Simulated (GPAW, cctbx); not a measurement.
# Reading charge transfer from structure factors

TaTi3Al2C2, P3m1 (no. 156), a = 3.0694 Å, b = 3.0694 Å, c = 13.8084 Å, α = 90.00°, β = 90.00°, γ = 120.00°.

```csv
atom,mult.,x,y,z
Ta1,1,0,0,0.4120
Ti1,1,0,0,0.0835
Ti2,1,2/3,1/3,0.9164
Ti3,1,2/3,1/3,0.5871
Al1,1,2/3,1/3,0.2470
Al2,1,0,0,0.7517
C1,1,1/3,2/3,0.9998
C2,1,1/3,2/3,0.5046
```

The cell comes from substitution in a known structure type and wasn't matched to any measured phase.

Absolute values of the static structure factors of the conventional cell from DFT (PBE, GPAW) against free spherical atoms, in electrons:

| hkl | d (Å) | free atoms | crystal |
| --- | --- | --- | --- |
| 001 | 13.808 | 49.92 | 49.89 |
| 002 | 6.904 | 65.74 | 66.03 |
| 003 | 4.603 | 48.80 | 48.71 |
| 004 | 3.452 | 53.91 | 53.46 |
| 005 | 2.762 | 49.11 | 49.05 |
| 100 | 2.658 | 70.12 | 69.56 |
| 1 0 -1 | 2.610 | 48.28 | 48.21 |
| 101 | 2.610 | 57.06 | 56.89 |
| 102 | 2.481 | 45.65 | 45.04 |
| 1 0 -2 | 2.481 | 46.80 | 47.15 |

**Question.** Which way does charge move, and which reflections show it best?

Project each element's phase sum on the total phase. |F| rises if density moves to atoms that scatter in phase and falls if it moves to atoms that scatter against it; the rule is for low angles, since changes of shape take over beyond. Where all elements are in phase the terms compete, and the compactness of the donor's and the acceptor's density matters too.

| hkl | Ta in phase | Ti in phase | Al in phase | C in phase | change (e) | (%) |
| --- | --- | --- | --- | --- | --- | --- |
| 001 | +1.0 | -1.0 | 0.0 | 0.0 | -0.03 | -0.1 |
| 002 | +0.9 | +0.5 | -1.5 | +1.4 | +0.28 | +0.4 |
| 003 | +1.0 | -1.0 | 0.0 | -0.1 | -0.10 | -0.2 |
| 004 | +1.0 | +0.6 | -1.4 | -1.5 | -0.45 | -0.8 |
| 005 | +1.0 | -0.9 | +0.1 | 0.0 | -0.05 | -0.1 |
| 100 | +0.9 | +0.8 | +0.8 | -1.7 | -0.56 | -0.8 |
| 1 0 -1 | +1.0 | -0.4 | -0.5 | 0.0 | -0.07 | -0.1 |
| 101 | +1.0 | +0.6 | -1.6 | 0.0 | -0.17 | -0.3 |

Low-angle reflections that set elements apart and change by more than 0.05 e: 002, 003, 004, 005, 100, 1 0 -1 and 101 (001 hardly moves and tells little). The signs fit a gain of density on C and a loss on Ta and Ti. The best witness is 004, -0.8 %, where C enters with -1.5. The real-space density agrees: Voronoi charges Ta +0.31, Ti +0.24, Al -0.01, C -0.50 e. The shortest bond, Ti–C, has Δρ = +0.07 e/Å³ at its midpoint, low for a shared bond; with the charge transfer this is a polar contact.

[Outputs are excerpts: Python notices, other lines and further rows are left out; steps that failed or that the build refused (PBEsol, TPSS) are not shown.]

[Logs are printed without paths, hosts, clocks, repeated set-up lines and the standing remarks that a program may print on its own settings, such as how far it seeks lower states.]
